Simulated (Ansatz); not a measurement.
**MgO (Fm-3m):V_O, thermodynamic levels from a 54-atom cell**

Aim: at which Fermi levels does V_O in MgO (Fm-3m) change its charge? The model is a cell of 54 host atoms with 1 O taken out.

Method: place-levels on r2SCAN runs: charge-transition levels and formation energies with image-charge correction and potential alignment at the atomic sites; PAW set soft_1, in Ansatz 0.2.0.

## Step 1: The starting structure

The cell holds 53 atoms: 27 Mg and 26 O. Cell: a = 8.792 Å, b = 8.792 Å, c = 8.792 Å, α = 60.0°, β = 60.0°, γ = 60.0°. It derives from MgO (space group Fm-3m). Nearest the centre at fractional (0.500, 0.500, 0.500): Mg34 at 2.07 Å, Mg46 at 2.07 Å, Mg50 at 2.07 Å, Mg28 at 2.07 Å, Mg44 at 2.07 Å, Mg32 at 2.07 Å, O29 at 2.93 Å, O31 at 2.93 Å.

Screening for the image-charge correction: ε∞ = 3.24, ε0 = 10.37, from a response run on this crystal (DFPT, PBEsol) at that run's own cell.

The relaxed host is scaled by −1.5 % along all axes; the dielectric constants are those of the unstrained host.

The cell's shortest repeat is 8.8 Å.

## Step 2: Charge states

Levels follow from differences of total energies between charge states, each relaxed by itself.

Random displacements of about 0.05 Å break the site symmetry at the start, so that the relaxation can reach a distorted minimum if there is one. Forces are taken at one point at (¼, ¼, ¼). The cell holds 1 electron more than the neutral one, with a uniform background that keeps it neutral on the whole. The electron count is odd, so at least one spin is unpaired; this run locks the moment at 1 μB.

The sampling was tested on the host first: at the k-points planned (1x1x1 shifted 0.25 0.25 0.25) its energy lies 0.020 eV an atom from the dense-mesh value, so the final energies take a denser sampling.

One state's input; the others differ in charge, spin, start and seed, and in occupations where the table says so.

File qm1_M1.relax/input.yaml:

```yaml
crystal:
  lattice:
    - [0.0, 6.21657427, 6.21657427]
    - [6.21657427, 0.0, 6.21657427]
    - [6.21657427, 6.21657427, 0.0]
  atoms:
    - { symbol: Mg, position: [0.0, 0.0, 0.0] }
    - { symbol: O, position: [0.16666667, 0.16666667, 0.16666667] }
[... 6 atom lines left out ...]
    - { symbol: Mg, position: [0.0, 0.33333333, 0.33333333] }
    - { symbol: O, position: [0.16666667, 0.5, 0.5] }
[... 1 atom line left out ...]
    - { symbol: O, position: [0.16666667, 0.5, 0.83333333] }
[... 3 atom lines left out ...]
    - { symbol: O, position: [0.16666667, 0.83333333, 0.5] }
[... 5 atom lines left out ...]
    - { symbol: O, position: [0.5, 0.16666667, 0.5] }
[... 1 atom line left out ...]
    - { symbol: O, position: [0.5, 0.16666667, 0.83333333] }
[... 1 atom line left out ...]
    - { symbol: O, position: [0.5, 0.5, 0.16666667] }
[... 1 atom line left out ...]
    - { symbol: Mg, position: [0.33333333, 0.33333333, 0.66666667] }
    - { symbol: O, position: [0.5, 0.5, 0.83333333] }
[... 1 atom line left out ...]
    - { symbol: O, position: [0.5, 0.83333333, 0.16666667] }
    - { symbol: Mg, position: [0.33333333, 0.66666667, 0.33333333] }
    - { symbol: O, position: [0.5, 0.83333333, 0.5] }
    - { symbol: Mg, position: [0.33333333, 0.66666667, 0.66666667] }
[... 4 atom lines left out ...]
    - { symbol: O, position: [0.83333333, 0.16666667, 0.5] }
[... 3 atom lines left out ...]
    - { symbol: O, position: [0.83333333, 0.5, 0.16666667] }
    - { symbol: Mg, position: [0.66666667, 0.33333333, 0.33333333] }
    - { symbol: O, position: [0.83333333, 0.5, 0.5] }
    - { symbol: Mg, position: [0.66666667, 0.33333333, 0.66666667] }
[... 3 atom lines left out ...]
    - { symbol: Mg, position: [0.66666667, 0.66666667, 0.33333333] }
[... 1 atom line left out ...]
    - { symbol: Mg, position: [0.66666667, 0.66666667, 0.66666667] }
    - { symbol: O, position: [0.83333333, 0.83333333, 0.83333333] }
  host:
    repeats: [3, 3, 3]
    atoms:
      - { symbol: Mg, position: [0.0, 0.0, 0.0] }
      - { symbol: O, position: [0.5, 0.5, 0.5] }
total_charge: -1
basis:
  ecutwfc: 500
  xc_grid: 2
hamiltonian:
  xc: r2scan
  pseudopotentials: { kind: paw, azcp: { folder: soft_1 } }
kpoints:
  mp_grid: { grid: [1, 1, 1], shift: [0.25, 0.25, 0.25] }
magnetization:
  spin_polarized: true
  initial_magnetization: 1
  spin_locking: { lock_magnetization: hard }
scf:
  occupations: { method: fixed }
  max_iter: 60
output:
  forces: true
  charged_corrections:
    epsilon: 3.24
    static_epsilon: 10.37
    defect_position: [0.5, 0.5, 0.5]
relax:
  f_tol: 0.02
  max_steps: 80
  random_displacement: { amplitude: 0.05, seed: 1418 }
checkpoint:
  write: "../qm1_M1.relax.run"
  compress: false
  write_wavefunctions: true
  write_every: 100000
```

Started as:

```
ansatz run input.yaml --threads 4 --pin off --max-ram 7536MiB --backend cpu --events-out ev --progress --plain --runs-dir out
```

Defect states can disperse in a cell of this size, so the energy is taken again at a 2×2×2 shifted mesh, on the relaxed structure.

The run of this state that the levels use, under r2SCAN:

File qm1_M1.point/input.yaml:

```yaml
crystal:
  checkpoint: "../qm1_M1.relax.run"
  host: checkpoint
total_charge: -1
basis:
  ecutwfc: 500
  xc_grid: 2
hamiltonian:
  xc: r2scan
  pseudopotentials: { kind: paw, azcp: { folder: soft_1 } }
kpoints:
  mp_grid: { grid: [2, 2, 2], shift: [0.5, 0.5, 0.5] }
magnetization:
  spin_polarized: true
  initial_magnetization: 1
  spin_locking: { lock_magnetization: hard }
scf:
  occupations: { method: fermi_dirac, width: 0.01 }
  max_iter: 60
output:
  forces: true
  eigenvalues: true
  charged_corrections:
    epsilon: 3.24
    static_epsilon: 10.37
    defect_position: [0.5, 0.5, 0.5]
  eigenstates: { localisation: true }
  populations: true
  efg: {}
checkpoint:
  read: "../qm1_M1.relax.run"
  write: "../qm1_M1.point.run"
  compress: false
  write_wavefunctions: false
  write_every: 100000
```

Relaxations under r2SCAN at one point at (¼, ¼, ¼); times on 4 threads of Intel Xeon Platinum 8488C (Sapphire Rapids), shared host:

```tsv
charge	moment (μB)	occupations	outcome	steps	largest displacement against the far atoms (Å)	time
−1	1	fixed	converged	5	0.01	74 s
0	0	fixed	converged	4	0.01	25 s
+1	1	fixed	converged	5	0.09	69 s
+2	0	fixed	converged	5	0.17	32 s
```

Single points under r2SCAN at a 2×2×2 shifted mesh; times on 4 threads of Intel Xeon Platinum 8488C (Sapphire Rapids), shared host:

```tsv
charge	moment (μB)	occupations	outcome	time
−1	1	fermi-dirac	converged	75 s
0	0	fermi-dirac	converged	28 s
+1	1	fermi-dirac	converged	70 s
+2	0	fermi-dirac	converged	28 s
```

Distances (Å) from the ideal centre to the nearest atoms after relaxation with r2SCAN:

```tsv
charge	moment (μB)	1.	2.	3.	4.	5.	6.
−1	1	Mg 2.06	Mg 2.07	Mg 2.07	Mg 2.07	Mg 2.07	Mg 2.08
0	0	Mg 2.07	Mg 2.07	Mg 2.07	Mg 2.08	Mg 2.09	Mg 2.09
+1	1	Mg 2.15	Mg 2.16	Mg 2.16	Mg 2.16	Mg 2.16	Mg 2.17
+2	0	Mg 2.24	Mg 2.24	Mg 2.24	Mg 2.25	Mg 2.25	Mg 2.25
```

## Step 3: place-levels, r2SCAN

A charged cell interacts with its images and the background, and its potential has another zero than the host's. place-levels removes the first by a point-charge model, screened by the static dielectric constant since the ions have relaxed around the charge, and the second by comparing potentials at atoms far from the defect.

The host is a run of the defect-free crystal in the same cutoffs, grids and k-points, so that basis and sampling errors cancel in part in the differences. The host is run in a cell of 2 atoms on a matching mesh. Its band edges are searched through the zone by a band path, so the gap is smaller than, or equal to, that on the mesh. Chemical potentials are energies per atom of O (O2 molecule), run with the same functional and cutoff.

File levels.point.yaml:

```yaml
host:
  run: host.point.run
states: [qm1_M1.point.run, q0.point.run, qp1_M1.point.run, qp2.point.run]
geometry_from:
  qm1_M1.point.run: qm1_M1.relax.run
  q0.point.run: q0.relax.run
  qp1_M1.point.run: qp1_M1.relax.run
  qp2.point.run: qp2.relax.run
chemical_potentials:
  O:
    energy: -565.989614
    dataset: <sha256 of the dataset>
epsilon: 3.24
static_epsilon: 10.37
vertical:
  - { from: qm1_M1.point.run, to: qm1_M1.point_neutral.run }
  - { from: qp1_M1.point.run, to: qp1_M1.point_neutral.run }
  - { from: qp2.point.run, to: qp2.point_neutral.run }
```

Started as:

```
ansatz place-levels levels.point.yaml -- --threads 4 --pin off --max-ram 7536MiB
```

Numbers of over 12 decimals in the logs are rounded to 6 here.

What it wrote:

```text
[... repeated set-up lines and file paths are left out, and long positions are rounded to six places ...]
(+2/+1) 1.531 eV above the valence edge, 4.621 eV under the conduction edge
(+1/0) 3.053 eV above the valence edge, 3.100 eV under the conduction edge
(0/-1) 6.192 eV above the valence edge (+7.271 eV without the band-filling correction), in the conduction band
formation energy of charge +2: +2.881 eV with the Fermi level at the valence edge
formation energy of charge +1: +4.412 eV with the Fermi level at the valence edge
formation energy of charge 0: +7.465 eV with the Fermi level at the valence edge
formation energy of charge -1: +13.657 eV with the Fermi level at the valence edge
vertical -1 to 0: no energy, since no alignment is typed
  the change from vertical[0].from (qm1_M1.point.run) to vertical[0].to (qm1_M1.point_neutral.run): by its potential at epsilon 3.24 it stands at 0.500 0.499 0.501, with an rms radius of about 3.5 Å (2.0 2.0 2.0 Å across the planes of the cell's vectors); [...]
vertical +1 to 0: no energy, since no alignment is typed
  the change from vertical[1].from (qp1_M1.point.run) to vertical[1].to (qp1_M1.point_neutral.run): by its potential at epsilon 3.24 it stands at 0.501 0.499 0.500, with an rms radius of about 1.0 Å (0.6 0.6 0.6 Å across the planes of the cell's vectors); [...]
vertical +2 to 0: no energy, since no alignment is typed
  the change from vertical[2].from (qp2.point.run) to vertical[2].to (qp2.point_neutral.run): by its potential at epsilon 3.24 it stands at 0.500 0.500 0.500, with an rms radius of about 1.1 Å (0.6 0.6 0.6 Å across the planes of the cell's vectors); [...]
  edges by r2scan, gap 6.153 eV; the host is sampled to repeats of 17.58 Å
  the defect's cells are sampled to repeats of 17.58 Å, like sampling
  charge +2: -66901.7878 eV with its correction of +0.705 eV, at epsilon 10.37, aligned at sites: -0.1594 eV, mean over 21 atomic sites at or beyond 4.40 Å from the defect at [0.5000, 0.5000, 0.5000], with -0.000000 for the charge's moments and without [...]
  charge +1: -66892.0043 eV with its correction of +0.098 eV, at epsilon 10.37, aligned at sites: -0.1578 eV, mean over 21 atomic sites at or beyond 4.40 Å from the defect at [0.5000, 0.5000, 0.5000], with +0.000000 for the charge's moments and without [...]
  charge 0: +0.000 eV for its dipole among its images, +0.000 omitted
  charge -1: -66865.1767 eV with its correction of +0.397 eV, at epsilon 10.37, aligned at sites: -0.1408 eV, mean over 21 atomic sites at or beyond 4.40 Å from the defect at [0.5000, 0.5000, 0.5000], with +0.000000 for the charge's moments and without [...]
  of states[3] (qp2.point.run): its alignment with the host at atomic sites is doubtful: the cell is too small to show whether the defect's potential has decayed: take a larger one
  of states[2] (qp1_M1.point.run): its alignment with the host at atomic sites is doubtful: the cell is too small to show whether the defect's potential has decayed: take a larger one; stability_check_not_made
  of states[1] (q0.point.run): its alignment with the host at atomic sites is doubtful: the cell is too small to show whether the defect's potential has decayed: take a larger one
  of states[0] (qm1_M1.point.run): it parts from the run at its places by a charge that spreads by about 2 Å along one vector (1.2 Å or more is wide), by its potential at epsilon 3.24, taken for that of held ions (one typed too small widens it), where the [...]
  of vertical[0].from (qm1_M1.point.run): its moments are held at its close (magnetization.spin_locking), by a field of 0.128 eV a Bohr magneton, and its energy and levels are of the state that this holds: a run that lets them go can end lower; [...]
  of vertical[1].from (qp1_M1.point.run): stability_check_not_made
```

Run time: 0.4 s. Hardware: 4 threads of Intel Xeon Platinum 8488C (Sapphire Rapids), shared host.

Levels between the charges placed, in eV above the valence top:

```tsv
	gap (eV)	(+2/+1)	(+1/0)	(0/−1)
r2SCAN	6.15	1.53	3.05	6.19
```

Corrections by state:

```tsv
charge	moment (μB)	image terms and alignment (eV)	band filling (eV)	ε used	over the lowest of its charge, as the program ranks them, band filling apart (eV)
+2	0.0	0.705	-	10.37	0.000
+1	1.0	0.098	-	10.37	0.000
0	0.0	0.000	-	-	0.000
−1	1.0	0.397	-1.079	10.37	0.000
```

The charged structures listed were also run neutral, and place-levels reads from each pair, by the potential or the spins, how wide the charge is by which they differ; that can be the carrier of either run.

```tsv
charge	rms radius (Å)	spread where it is widest against the cell (Å)	wide from (Å)	reading
+2	1.1	0.62	1.24	narrow
+1	1.0	0.56	1.24	narrow
−1	3.5	2.00	1.24	wide
```

The neutral runs of these pairs need not share the spin of the lowest neutral state, and very wide values only mean spread over the cell.

From the program's caveats on the states, each cut to its opening words:

- charge +2, +1 (1 μB), 0, −1 (1 μB): its alignment with the host at atomic sites is doubtful: the cell is too small to show whether the defect's potential has decayed: take a larger one
- charge +1 (1 μB), −1 (1 μB): flagged: stability check not made
- charge −1 (1 μB): it parts from the run at its places by a charge that spreads by about 2 Å along one vector (1.2 Å or more is wide), by its potential at epsilon 3.24, taken for [...]
- charge −1 (1 μB): a band-filling correction moves a carrier to the host's band edge, which changes its energy by -1.079 eV
- charge −1 (1 μB): the host's ions (past the first shell or, of a walk that freed a part, those that it held) aren't shown at rest: they stand up to 0.012 Å off their sites, 0.19 [...]
- charge −1 (1 μB): its moments are held at its close (magnetization.spin_locking), by a field of 0.128 eV a Bohr magneton, and its energy and levels are of the state that this [...]

The host's formation energy from the elements is -2.952 eV per atom at this strain; it sets how far the chemical potentials can move.

Limit set by the element alone; other compounds of these elements are not counted. Chemical potentials from the elements' reference states: Mg 0.00 eV, O -5.90 eV. Formation energies (Mg-rich), with the Fermi level at the valence top and at the conduction bottom (gap 6.15 eV):

```tsv
charge	at valence top (eV)	at conduction bottom (eV)	correction included (eV)
+2	-3.02	9.28	0.71
+1	-1.49	4.66	0.10
0	1.56	1.56	0.00
−1	7.75	1.60	-0.68
```

Fermi level (eV), lowest formation energy (eV) and a bar from the least value:
```
     0.00      -3.02 
     0.56      -1.91 #######
     1.12      -0.79 ###############
     1.68       0.18 #####################
     2.24       0.74 #########################
     2.79       1.30 ############################
     3.36       1.56 ##############################
     3.92       1.56 ##############################
     4.48       1.56 ##############################
     5.03       1.56 ##############################
     5.59       1.56 ##############################
     6.15       1.56 ##############################
```

Limit set by the element alone; other compounds of these elements are not counted. Chemical potentials from the elements' reference states: O 0.00 eV, Mg -5.90 eV. Formation energy by charge state (O-rich; gap 6.15 eV):

```tsv
charge	at valence top (eV)	at conduction bottom (eV)	correction included (eV)
+2	2.88	15.19	0.71
+1	4.41	10.56	0.10
0	7.46	7.46	0.00
−1	13.66	7.50	-0.68
```

(Fermi level (eV), lowest formation energy (eV)): (0.00, 2.88), (0.56, 4.00), (1.12, 5.12), (1.68, 6.09), (2.24, 6.65), (2.79, 7.21), (3.36, 7.46), (3.92, 7.46), (4.48, 7.46), (5.03, 7.46), (5.59, 7.46), (6.15, 7.46)

## Step 4: Effect of the sampling

The relaxations' own energies give the levels at their sampling, for comparison.

File levels.relax_mesh.yaml:

```yaml
host:
  run: host.relax.run
states: [qm1_M1.relax.run, q0.relax.run, qp1_M1.relax.run, qp2.relax.run]
chemical_potentials:
  O:
    energy: -565.989614
    dataset: <sha256 of the dataset>
```

Started as:

```
ansatz place-levels levels.relax_mesh.yaml -- --threads 4 --pin off --max-ram 7536MiB
```

What it wrote:

```text
(+2/+1) 1.334 eV above the valence edge, 4.800 eV under the conduction edge
(+1/0) 2.847 eV above the valence edge, 3.287 eV under the conduction edge
[...]
formation energy of charge +2: +2.889 eV with the Fermi level at the valence edge
formation energy of charge +1: +4.223 eV with the Fermi level at the valence edge
formation energy of charge 0: +7.070 eV with the Fermi level at the valence edge
formation energy of charge -1: +13.264 eV with the Fermi level at the valence edge
  edges by r2scan, gap 6.134 eV; the host is sampled to repeats of 8.79 Å
[... the lines on each state left out ...]
```

Elapsed: 0.12 s, on 4 threads.

Levels between neighbouring charges, in eV above the valence top:

```tsv
	gap (eV)	(+2/+1)	(+1/0)	(0/−1)
one point at (¼, ¼, ¼)	6.13	1.33	2.85	6.19
a 2×2×2 shifted mesh	6.15	1.53	3.05	6.19
```

Going from one point at (¼, ¼, ¼) to a 2×2×2 shifted mesh moves the levels that carry no band-filling term by up to 0.21 eV and formation energies against the elements by up to 0.39 eV; band-filling terms, which differ between samplings, are in these energies.

## Step 5: What came out

| Item | Value |
| --- | --- |
| gap of the host | 6.15 eV (r2SCAN) |
| level (plus 2/plus 1) | 1.53 eV above the valence top |
| level (plus 1/0) | 3.05 eV above the valence top |
| level (0/minus 1) | 6.19 eV above the valence top, past the conduction bottom (7.27 eV above the valence top without the band-filling term) |
| lowest of the charges placed, just above the valence top (0.02 eV) | +2 |
| lowest of the charges placed, just below the conduction bottom (0.02 eV) | 0 |
| lowest formation energy at mid-gap of the charges run, Mg-rich | 1.56 eV |
| lowest formation energy at mid-gap of the charges run, O-rich | 7.46 eV |

What this shows: Of the charges placed (−1, 0, +1 and +2), the lowest changes at 1.53 eV (+2/+1) and 3.05 eV (+1/0) above the valence top, in a gap of 6.15 eV. Charges above +2 were not placed, so these runs say nothing of levels that involve them. States placed: +2 at 0 μB; +1 at 1 μB; 0 at 0 μB; −1 at 1 μB. Other spin states or structures, where not listed, weren't placed. The program finds carriers beyond a band edge of the host and adds a band-filling term at charge −1 (-1.08 eV); steps to such a charge show no bound level, and a defect level inside a band would be read the same way. Going from one point at (¼, ¼, ¼) to a 2×2×2 shifted mesh moves the levels that carry no band-filling term by up to 0.21 eV and formation energies against the elements by up to 0.39 eV; band-filling terms, which differ between samplings, are in these energies. The program doubts the alignment of potentials for at least one state, a sign that the cell is small. Limits: the images are only 8.8 Å apart; r2SCAN makes the gap too small and tends to spread out bound carriers; where a gas molecule sets a chemical potential or the host's formation energy, its binding is uncorrected; force components of up to 0.35 eV/Å remain in a run at the final settings.

[Logs are printed without paths, hosts, clocks, repeated set-up lines and the standing remarks that a program may print on its own settings, such as how far it seeks lower states.]

[Hosts, paths, dates, database ids (printed as entryN), source tags and the programs' standing remarks are cut or masked in the printed files.]

[Where a table of states has a column of steps, it counts the stored structures, which are thinned; the runs took as many ionic steps or more.]

[A defect's name tells the site on which it was built; relaxed atoms can leave that site.]

[For some hosts the program warned that the k-mesh of the response run may be too coarse for force constants and the static dielectric constant; such warnings are not shown here.]
